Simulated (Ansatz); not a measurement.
## NaMgF3 (Neighborite, Pm-3m): following an unstable mode

Which phase does NaMgF3 (Neighborite, Pm-3m) fall into along its unstable mode, and how much energy does it gain?

Calculated with Ansatz 0.2.0; DFT PBEsol, scalar-relativistic, plane waves, PAW; PAW set soft_1.

The database entry behind the starting cell lists a temperature of 1273 K, so it need not match the best structure at ambient conditions.

### 1. Starting point

The structure is cubic, space group Pm-3m (No. 221). Conventional cell: a = 3.908 Å, b = 3.908 Å, c = 3.908 Å, α = 90.00°, β = 90.00°, γ = 90.00°. Na has 12 F at 2.76 Å nearest. Nearest to Mg lie 6 F at 1.95 Å. Nearest to F lie 2 Mg at 1.95 Å and 4 Na at 2.76 Å. Farther neighbours and most contacts between anions are not listed.

### 2. Response at finite wavevector

The cell comes from relaxations at this level that are not shown. Stability and thermal properties need the whole zone. Linear response on a 4×4×4 q mesh gives force constants as far as a supercell of that size would, and the tensors from the zone-centre run are typed in so that the long-range dipole term is interpolated apart.

input.yaml reads:

```yaml
crystal:
  lattice:
    - [3.9078370852, 0.0, 0.0]
    - [0.0, 3.9078370852, 0.0]
    - [0.0, 0.0, 3.9078370852]
  atoms:
    - { symbol: Na, position: [0.0, 0.0, 0.0] }
    - { symbol: Mg, position: [0.5, 0.5, 0.5] }
    - { symbol: F, position: [0.5, 0.5, 0.0] }
    - { symbol: F, position: [0.0, 0.5, 0.5] }
    - { symbol: F, position: [0.5, 0.0, 0.5] }
kpoints:
  mp_grid: { grid: [8, 8, 8] }
hamiltonian:
  xc: pbesol
  pseudopotentials: { kind: paw, azcp: { folder: soft_1 }, xc_functional: pbe }
scf:
  occupations: { method: fixed }
output:
  eigenvalues: true
phonons:
  method: dfpt
  qmesh: [4, 4, 4]
  temperatures: { t_max: 1000, t_step: 50 }
  qpath:
    path:
      - [[0.0, 0.0, 0.0], [0.0, 0.5, 0.0], [0.5, 0.5, 0.0], [0.0, 0.0, 0.0], [0.5, 0.5, 0.5], [0.0, 0.5, 0.0]]
      - [[0.5, 0.5, 0.5], [0.5, 0.5, 0.0]]
    npoints: 10
  non_analytic_term:
    high_frequency_dielectric_tensor: [[1.9595, 0.0, 0.0], [0.0, 1.9595, 0.0], [0.0, 0.0, 1.9595]]
    born_effective_charges:
      - { species: Na, tensor: [[1.142, 0.0, 0.0], [0.0, 1.142, 0.0], [0.0, 0.0, 1.142]] }
      - { species: Mg, tensor: [[1.9154, 0.0, 0.0], [0.0, 1.9154, 0.0], [0.0, 0.0, 1.9154]] }
      - { species: F, tensor: [[-0.8866, 0.0, 0.0], [0.0, -0.8866, 0.0], [0.0, 0.0, -1.2842]] }
      - { species: F, tensor: [[-1.2842, 0.0, 0.0], [0.0, -0.8866, 0.0], [0.0, 0.0, -0.8866]] }
      - { species: F, tensor: [[-0.8866, 0.0, 0.0], [0.0, -1.2842, 0.0], [0.0, 0.0, -0.8866]] }
    source: "zone-centre run at this cell"
```

Run with:

```sh
$ ansatz run input.yaml --threads 4 --pin off --max-ram 10240MiB --backend cpu --events-out ev --progress --plain --runs-dir out
```

Numbers of over 12 decimals in the logs are rounded to 6 here.

What it wrote:

```text
Engine: ansatz 0.2.0, x86_64-unknown-linux-gnu
Pseudopotentials: kind: paw
Pseudopotential: Na, paw, valence charge 9, recommended cutoff 420 eV (normal), soft_1/Na.paw.azcp
Pseudopotential: Mg, paw, valence charge 10, recommended cutoff 420 eV (normal), soft_1/Mg.paw.azcp
Pseudopotential: F, paw, valence charge 7, recommended cutoff 420 eV (normal), soft_1/F.paw.azcp
Functional definition: PBEsol
  exchange = pbesol_x
  correlation = pbesol_c
Crystal: 5 atoms, lattice volume = 59.677 Å³
Basis set: ecut = 420 eV, 1189 PW (Γ), exchange–correlation on 54×54×54 points (8 copies of the dense FFT grid, shifted against one another)
Bands: 25, of which v1, the nominal top of the filled ones, is band 20 counted from 1 (19 counted from 0)
Symmetry: 48 space group operations
k-points: 35 of 512
Non-local potential: Na, projectors of the file, l = 0: 3, l = 1: 2, l = 2: 1
Non-local potential: Mg, projectors of the file, l = 0: 3, l = 1: 2, l = 2: 1
Non-local potential: F, projectors of the file, l = 0: 2, l = 1: 2, l = 2: 1
PAW form: soft (Blöchl's): semilocal exchange-correlation on the pseudo side does not see the compensation charge
PAW frozen core: Na, regenerated for the run's functional, and the local potential with it (the file was generated under x = pbe(κ = 0.804, μ = 0.219515), c = pbe(β = 0.066725))
PAW frozen core: Mg, regenerated for the run's functional, and the local potential with it (the file was generated under x = pbe(κ = 0.804, μ = 0.219515), c = pbe(β = 0.066725))
PAW frozen core: F, regenerated for the run's functional, and the local potential with it (the file was generated under x = pbe(κ = 0.804, μ = 0.219515), c = pbe(β = 0.066725))
PAW one-centre angular grid: Na, 110 points (default); XC on 64 Gauss nodes
PAW one-centre angular grid: Mg, 110 points (default); XC on 64 Gauss nodes
PAW one-centre angular grid: F, 110 points (default); XC on 64 Gauss nodes
Initial density: superposition of atomic densities (chi_scale 0.1, normalization cell, long waves kept (reshape's long-wave potential 0.01 eV rms))
Initial wavefunctions: pseudopotential atomic-orbital guess
Functional: x = pbesol(κ = 0.804, μ = 0.123457), c = pbesol(β = 0.046)
SCF iter   1: F=—  HF=-5800.307128 eV  |F-HF|=—  |Δ(HF+E_count)|=         —  Δρ=1.49e-1  dr2=9.08e0  ethr=3.10e-3  ⟨swp⟩=4.9  Hψ=3725  notcnv=0  defer=86
preconditioner: auto → Resta (q_TF=auto, 2.552 Å⁻¹)  ε∞=3.1  [insulator: Δε(μ)=3.547 eV  Ē_g=16.442 eV  n_scr=18 (ndim 8)  ℏωp=23.5 eV  f_vac=0.000  ε∞_Penn≈3.1]
SCF iter   2: F=—  HF=-5797.178034 eV  |F-HF|=—  |Δ(HF+E_count)|=    3.13e0  Δρ=5.22e-2  dr2=1.28e0  ethr=3.10e-3  ⟨swp⟩=3.0  Hψ=2047  notcnv=0  defer=87
SCF iter   3: F=—  HF=-5796.889275 eV  |F-HF|=—  |Δ(HF+E_count)|=   2.89e-1  Δρ=2.19e-2  dr2=3.19e-1  ethr=3.10e-3  ⟨swp⟩=2.3  Hψ=1477  notcnv=0  defer=68
SCF iter   4: F=—  HF=-5796.809155 eV  |F-HF|=—  |Δ(HF+E_count)|=   8.01e-2  Δρ=5.25e-3  dr2=1.75e-2  ethr=7.97e-4  ⟨swp⟩=2.5  Hψ=1377  notcnv=0  defer=87
SCF iter   5: F=—  HF=-5796.808493 eV  |F-HF|=—  |Δ(HF+E_count)|=   6.62e-4  Δρ=1.52e-3  dr2=7.15e-4  ethr=4.39e-5  ⟨swp⟩=2.0  Hψ=1483  notcnv=0  defer=95
SCF iter   6: F=—  HF=-5796.809334 eV  |F-HF|=—  |Δ(HF+E_count)|=   8.41e-4  Δρ=2.03e-4  dr2=1.45e-5  ethr=1.79e-6  ⟨swp⟩=2.0  Hψ=1575  notcnv=0  defer=97
SCF iter   7: F=—  HF=-5796.809340 eV  |F-HF|=—  |Δ(HF+E_count)|=   6.39e-6  Δρ=4.92e-5  dr2=1.32e-6  ethr=3.62e-8  ⟨swp⟩=2.0  Hψ=1443  notcnv=0  defer=87
SCF iter   8: F=—  HF=-5796.809343 eV  |F-HF|=—  |Δ(HF+E_count)|=   2.68e-6  Δρ=1.41e-5  dr2=1.10e-7  ethr=3.31e-9  ⟨swp⟩=2.0  Hψ=1574  notcnv=0  defer=41
SCF iter   9: F=—  HF=-5796.809343 eV  |F-HF|=—  |Δ(HF+E_count)|=   6.42e-8  Δρ=2.95e-6  dr2=4.12e-9  ethr=2.74e-10  ⟨swp⟩=2.1  Hψ=1476  notcnv=0  defer=41
SCF iter  10: F=—  HF=-5796.809343 eV  |F-HF|=—  |Δ(HF+E_count)|=  5.85e-10  Δρ=1.14e-6  dr2=4.51e-10  ethr=1.03e-11  ⟨swp⟩=2.0  Hψ=1388  notcnv=0  defer=41
SCF iter  11: F=—  HF=-5796.809343 eV  |F-HF|=—  |Δ(HF+E_count)|=  1.09e-10  Δρ=2.14e-7  dr2=1.78e-11  ethr=1.13e-12  ⟨swp⟩=2.0  Hψ=1540  notcnv=0  defer=41
SCF iter  12: F=-5796.809343 eV  HF=-5796.809343 eV  |F-HF|=0.00e0  |Δ(HF+E_count)|=  2.09e-11  Δρ=5.31e-8  dr2=1.37e-12  ethr=1.00e-12  ⟨swp⟩=11.1  Hψ=4866  notcnv=0
SCF 1 converged in 12 iterations: F = -5796.809343 eV  dr2 = 1.37e-12
  greatest PAW one-centre occupation: 1.000 electrons in one spin orbital (limit 2), on the Mg atom at site 1 (counted from 0), in its partial waves of l = 0
NSCF: frozen V_eff on 35 k-points
NSCF: frozen V_eff on 125 k-points
DFPT response loops at q = (0, 0, 0) (fractional): preconditioner auto → none (the input reference at scf.mixing.eps_inf says where Resta's filter doesn't serve); β = 0.50; Broyden in place of MSR1
NSCF: frozen V_eff on 400 k-points
DFPT response loops at q = (0, 0, 0.25) (fractional): mixed as the last ones told, above
NSCF: frozen V_eff on 250 k-points
DFPT response loops at q = (0, 0, -0.5) (fractional): preconditioner auto → Resta (q_TF=auto, 2.552 Å⁻¹)  ε∞=3.2 (no band partly filled); β = 1.00, the filter's whole step (`scf.mixing.beta` (0.50) is not read by the response loops at its default; to damp them type it under 1.00, their step now; it binds the ground state too); Broyden in place of MSR1
NSCF: frozen V_eff on 640 k-points
DFPT response loops at q = (0, 0.25, 0.25) (fractional): preconditioner auto → none (the input reference at scf.mixing.eps_inf says where Resta's filter doesn't serve); β = 0.50; Broyden in place of MSR1
NSCF: frozen V_eff on 400 k-points
DFPT response loops at q = (0, 0.25, -0.5) (fractional): mixed as the last ones told, above
NSCF: frozen V_eff on 250 k-points
DFPT response loops at q = (0, -0.5, -0.5) (fractional): mixed as the last ones told, above
NSCF: frozen V_eff on 1024 k-points
DFPT response loops at q = (0.25, 0.25, 0.25) (fractional): mixed as the last ones told, above
NSCF: frozen V_eff on 640 k-points
DFPT response loops at q = (0.25, 0.25, -0.5) (fractional): mixed as the last ones told, above
NSCF: frozen V_eff on 400 k-points
DFPT response loops at q = (0.25, -0.5, -0.5) (fractional): mixed as the last ones told, above
NSCF: frozen V_eff on 250 k-points
DFPT response loops at q = (-0.5, -0.5, -0.5) (fractional): mixed as the last ones told, above
SCF converged after 12 iterations
Free energy (F): -5796.809343 eV
Harris-Foulkes:  -5796.809343 eV  (|F-HF|=0.00e0)
Internal energy: -5796.809343 eV  (E = F + TS)
E sigma→0 (E₀):  -5796.809343 eV
Fermi energy:    1.651201 eV
--- Per-component energies (eV) ---
  E_band       = -656.091981
  E_kinetic    = 780.431216
  E_local      = -4717.438480  (includes V_loc(G=0)·N_el)
  E_nonlocal   = 736.205577
  E_hartree    = 1639.956731
  E_xc         = -292.879184
  E_vxc        = -378.268615  (∫ρ·V_xc dr)
  E_paw        = -1167.322683  (= ΣΔE_a)
  E_vpaw       = -356.936640  (= ΣTr[D̂ρ^β])
  E_aug_tail   = 0.001554  (compensation charges beyond the density's cutoff)
  E_ewald      = -2776.004959
  E_core_change = 0.240884  (= ΣΔE_core)
  E_smearing   = -0.000000  (= −TS)
  E_closure    = -0.000000  (closes the sum)
  Σ components = -5796.809343   (vs F -5796.809343, Δ=0.00e0)
--- Band table (eV; the first three rows and the last of 35) ---
  k-point 0: bands = [... 16 lower, 0.9751, 1.1979, 1.1979, 1.1979, 7.6423, 15.1387, 15.1387, 15.2019, ... 1 higher]
  k-point 1: bands = [... 16 lower, 0.9434, 1.0263, 1.1714, 1.1714, 7.9139, 14.5094, 15.3314, 15.3749, ... 1 higher]
  k-point 2: bands = [... 16 lower, 0.8153, 0.8678, 1.1350, 1.1350, 8.6397, 13.3595, 15.8345, 15.8714, ... 1 higher]
  k-point 34: bands = [... 16 lower, 0.4703, 1.6512, 1.6512, 1.6512, 12.0585, 14.5518, 14.5518, 14.5518, ... 1 higher]
--- Phonons (Γ-DFPT): 4 representative perturbations + reference (Σ response iterations 13) ---
  ASR residual: 1.260e-3 → 0.000e0 eV/Å²; symmetrization residual: 1.785e-6 eV/Å²
  ASR residual per site (eV/Å²): 2.43e-4 1.26e-3 6.99e-4 6.99e-4 6.99e-4
  Γ frequencies (cm⁻¹): -50.41 -50.41 -50.41 0.00 0.00 0.00 129.40 129.40 129.40 283.56 283.56 283.56 538.56 538.56 538.56
--- Phonons (arbitrary-q DFPT): 10 irreducible q on the 4×4×4 mesh ---
  q = [0.0000, 0.0000, 0.0000] (star 1, of the zone-centre solve; hermiticity 2.52e-7, symmetrization 9.11e-13): -50.41 -50.41 -50.41 -0.00 -0.00 0.00 129.40 129.40 129.40 283.56 283.56 283.56 538.56 538.56 538.56
  q = [0.0000, 0.0000, 0.2500] (star 6, 9 solved perturbations in 1560 linear systems a pass and spin channel, the states on 200 of 512 k-point pairs; hermiticity 2.79e-7, symmetrization 1.85e-13): -42.28 -42.28 61.87 61.87 124.13 136.99 144.43 144.43 192.18 271.40 271.40 371.11 537.67 537.67 587.30
  q = [0.0000, 0.0000, -0.5000] (star 3, 9 solved perturbations in 975 linear systems a pass and spin channel, the states on 125 of 512 k-point pairs; hermiticity 2.50e-7, symmetrization 3.36e-13): -30.99 -30.99 75.51 75.51 143.96 160.62 172.72 172.72 214.01 252.87 252.87 472.60 498.29 536.79 536.79
  q = [0.0000, 0.2500, 0.2500] (star 12, 9 solved perturbations in 2460 linear systems a pass and spin channel, the states on 320 of 512 k-point pairs; hermiticity 3.34e-7, symmetrization 6.63e-14): -47.98 -29.96 59.09 92.40 101.43 140.18 147.38 173.79 217.66 259.37 343.89 367.90 496.88 536.81 590.52
  q = [0.0000, 0.2500, -0.5000] (star 12, 15 solved perturbations on 200 of 512 k-point pairs; hermiticity 3.87e-7, symmetrization 2.56e-14): -66.00 9.96 36.54 77.53 118.55 158.04 168.15 189.67 240.39 254.70 341.00 452.55 460.54 535.94 552.81
  q = [0.0000, -0.5000, -0.5000] (star 3, 9 solved perturbations in 975 linear systems a pass and spin channel, the states on 125 of 512 k-point pairs; hermiticity 2.76e-7, symmetrization 1.08e-13): -122.00 -20.79 -20.79 35.98 163.03 163.03 194.65 194.65 217.85 279.90 407.44 448.46 448.46 523.45 535.08
  q = [0.2500, 0.2500, 0.2500] (star 8, 4 solved perturbations in 1376 linear systems a pass and spin channel, the states on 512 of 512 k-point pairs; hermiticity 2.43e-7, symmetrization 2.01e-13): -39.03 -39.03 35.52 61.50 61.50 91.98 213.72 213.72 220.84 330.79 330.79 365.50 496.06 496.06 594.80
  q = [0.2500, 0.2500, -0.5000] (star 12, 9 solved perturbations in 2460 linear systems a pass and spin channel, the states on 320 of 512 k-point pairs; hermiticity 2.63e-7, symmetrization 5.16e-13): -69.38 -58.26 17.00 42.20 65.62 80.81 214.76 249.23 258.29 311.70 340.16 442.05 448.59 495.24 571.48
  q = [0.2500, -0.5000, -0.5000] (star 6, 9 solved perturbations in 1560 linear systems a pass and spin channel, the states on 200 of 512 k-point pairs; hermiticity 2.67e-7, symmetrization 1.68e-13): -122.43 -60.42 -60.42 36.69 56.70 56.70 254.44 254.44 280.63 307.59 407.08 436.26 436.26 469.12 558.06
  q = [-0.5000, -0.5000, -0.5000] (star 1, 4 solved perturbations in 350 linear systems a pass and spin channel, the states on 125 of 512 k-point pairs; hermiticity 2.14e-7, symmetrization 3.62e-13): -122.85 -122.85 -122.85 35.93 35.93 35.93 281.50 281.50 281.50 406.73 406.73 423.25 423.25 423.25 547.22
  sum rule: each row above includes the acoustic sum rule's correction from the zone centre's row sums; it moved no ω² by more than (3.76 cm⁻¹)²
  mesh force constants: q→R imaginary residual 7.91e-19; ASR residual 1.260e-3 → 0.000e0 eV/Å²; symmetrization residual 5.329e-15 eV/Å²
  interpolated dispersion: 63 rows × 15 modes
  density of states and harmonic sums: on the 16×16×16 q-mesh, interpolated from the force constants of a 4×4×4 supercell (with the dipole–dipole term of supplied tensors)
  largest difference from the sums on the solved wave vectors: F 6.20e-2 eV, S 7.50e-5 and C_V 1.79e-5 eV/K
  zero-point energy: 0.219379 eV/cell   skipped modes (ω ≤ 0): 371, of them read as no rigid motion or as one in doubt: 368 (2.181e0 modes/cell left out, lowest -122.85 cm⁻¹)   left out of the sums: 1.45e-1 of the cell's modes: C_V's classical limit lies that fraction below 3 k_B per atom; for a crystal, a wire or a layer, F and S can be off by more, and a phonons.interpolated_qmesh denser along its periods is the remedy for the sampling
```

It took 5.6 min on 4 threads of Intel Xeon Platinum 8488C (Sapphire Rapids), shared host; peak memory 1.9 GiB; 22 min of CPU time.

Numbers from this step:

- gap on the k-mesh: 5.991 eV
- volume per atom: 11.94 Å³
- sum-rule residual before enforcement: 0.001260 eV/Å²
- lowest frequency on the path: -122.8 cm⁻¹
- point group: m-3m
- highest frequency on the path or at a solved wavevector: 623.7 cm⁻¹
- highest optical mode at the zone centre (no LO-TO term): 538.6 cm⁻¹
- lowest optical zone-centre mode: -50.41 cm⁻¹
- lowest mode on the q mesh (acoustic modes at Γ apart): -122.8 cm⁻¹

Frequencies (cm⁻¹) solved at each irreducible wavevector; negative means imaginary. Frequencies by wavevector, by row:

```
q in reciprocal lattice units  star  mode 1  mode 2  mode 3  mode 4  mode 13  mode 14  mode 15
                        0 0 0     1   -50.4   -50.4   -50.4       0    538.6    538.6    538.6
                     0 0 0.25     6   -42.3   -42.3    61.9    61.9    537.7    537.7    587.3
                     0 0 -0.5     3     -31     -31    75.5    75.5    498.3    536.8    536.8
                  0 0.25 0.25    12     -48     -30    59.1    92.4    496.9    536.8    590.5
                  0 0.25 -0.5    12     -66      10    36.5    77.5    460.5    535.9    552.8
                  0 -0.5 -0.5     3    -122   -20.8   -20.8      36    448.5    523.5    535.1
               0.25 0.25 0.25     8     -39     -39    35.5    61.5    496.1    496.1    594.8
               0.25 0.25 -0.5    12   -69.4   -58.3      17    42.2    448.6    495.2    571.5
               0.25 -0.5 -0.5     6  -122.4   -60.4   -60.4    36.7    436.3    469.1    558.1
               -0.5 -0.5 -0.5     1  -122.8  -122.8  -122.8    35.9    423.2    423.2    547.2
```

Interpolated from a 4×4×4 q mesh, with the LO-TO term (at Γ the limit along the path; where Γ stands inside the path, tables give the limit on arrival). The phonon branches at the labelled points (cm⁻¹):

```
    point  branch 1  branch 2  branch 3  branch 4  branch 12  branch 13  branch 14  branch 15
        Γ       -50       -50         0         0        336        539        539        624
  halfway       -42       -42        62        62        371        538        538        587
        X       -31       -31        76        76        473        498        537        537
  halfway       -66        10        36        78        453        460        536        553
        M      -122       -21       -21        36        448        448        524        535
  halfway       -48       -30        59        92        368        497        537        590
        Γ       -50       -50         0         0        336        539        539        624
  halfway       -39       -39        36        62        366        496        496        595
        R      -123      -123      -123        36        423        423        423        547
  halfway       -69       -58        17        42        442        449        495        572
        X       -31       -31        76        76        473        498        537        537
jump to R      -123      -123      -123        36        423        423        423        547
  halfway      -122       -60       -60        37        436        436        469        558
        M      -122       -21       -21        36        448        448        524        535
```

Symmetry leaves 10 wavevectors to solve. The lowest mode among them, the acoustic zeros apart, lies at q = (-0.5, -0.5, -0.5) and is imaginary, 122.8i cm⁻¹, so the energy falls along it.

### 3. The mode frozen in, largest atomic shift 0 Å

The mode followed lies at q = (-0.5, -0.5, -0.5) with frequency 122.8i cm⁻¹ and is 3-fold degenerate, the softest among the wavevectors solved. At small amplitude the distorted cell has space group no. 167 by a symmetry search on the positions. The undistorted cell that holds it gives the zero of energy on the same k mesh.

System of this step: NaMgF3. The structure is cubic, space group Pm-3m (No. 221). Conventional cell: a = 3.908 Å, b = 3.908 Å, c = 3.908 Å, α = 90.00°, β = 90.00°, γ = 90.00°. Nearest to Na lie 12 F at 2.76 Å. Nearest to Mg lie 6 F at 1.95 Å. Nearest to F lie 2 Mg at 1.95 Å and 4 Na at 2.76 Å. Farther neighbours and most contacts between anions are not listed.

input.yaml reads:

```yaml
crystal:
  lattice:
    - [3.9078370852, 3.9078370852, 0.0]
    - [3.9078370852, 0.0, 3.9078370852]
    - [3.9078370852, 0.0, -3.9078370852]
  atoms:
    - { symbol: Na, position: [0.0, 0.5, 0.5] }
    - { symbol: Na, position: [0.0, 0.0, 0.0] }
    - { symbol: Mg, position: [0.5, 0.25, 0.75] }
    - { symbol: Mg, position: [0.5, 0.75, 0.25] }
    - { symbol: F, position: [0.5, 0.0, 1.0] }
    - { symbol: F, position: [0.5, 0.5, 0.5] }
    - { symbol: F, position: [0.5, 0.5, 0.0] }
    - { symbol: F, position: [0.5, 0.0, 0.5] }
    - { symbol: F, position: [0.0, 0.0, 0.5] }
    - { symbol: F, position: [0.0, 0.5, 0.0] }
kpoints:
  mp_grid: { grid: [6, 6, 6] }
hamiltonian:
  xc: pbesol
  pseudopotentials: { kind: paw, azcp: { folder: soft_1 }, xc_functional: pbe }
scf:
  occupations: { method: gaussian, width: 0.02 }
output:
  forces: true
  stress: true
  eigenvalues: true
```

What it wrote:

```text
[...]
Crystal: 10 atoms, lattice volume = 119.355 Å³
Basis set: ecut = 420 eV, 2277 PW (Γ), exchange–correlation on 80×80×80 points (8 copies of the dense FFT grid, shifted against one another)
Bands: 50, of which v1, the nominal top of the filled ones, is band 40 counted from 1 (39 counted from 0)
Symmetry: 96 space group operations
[...]
k-points: 16 of 216
[...]
k-point 0: bands = [... 36 lower, 1.1979, 1.6512, 1.6512, 1.6512, 7.6423, 12.0584, 14.5518, 14.5518, ... 4 higher]
  k-point 1: bands = [... 36 lower, 1.1812, 1.5652, 1.5652, 1.6029, 7.9998, 12.0492, 13.6696, 14.3098, ... 4 higher]
  k-point 2: bands = [... 36 lower, 1.1918, 1.3910, 1.3910, 1.4741, 8.9188, 11.3642, 13.5937, 14.1911, ... 4 higher]
  k-point 15: bands = [... 36 lower, 0.9970, 1.0059, 1.1417, 1.5066, 10.8793, 11.3725, 11.5154, 12.2001, ... 4 higher]
[key lines of the parts left out:]
SCF converged after 9 iterations
Free energy (F): -11593.618654 eV
Fermi energy:    4.646768 eV
P = ⅓ Tr σ = 0.0094 GPa (0.094 kbar)
```

Elapsed: 1.2 s, on 4 threads; peak memory 0.59 GiB.

This step gave:

| Quantity | Value |
| --- | --- |
| pressure | 0.009365 GPa |
| energy from the undistorted cell | 0 meV/atom |

At this level the gap is 5.99 eV on the k-mesh of the self-consistent run, which can miss the band edges.

(Continued in part 2 of 3.)

[Logs are printed without paths, hosts, clocks, repeated set-up lines and the standing remarks that a program may print on its own settings, such as how far it seeks lower states.]

[Hosts, paths, dates, database ids (printed as entryN), source tags and the programs' standing remarks are cut or masked in the printed files.]
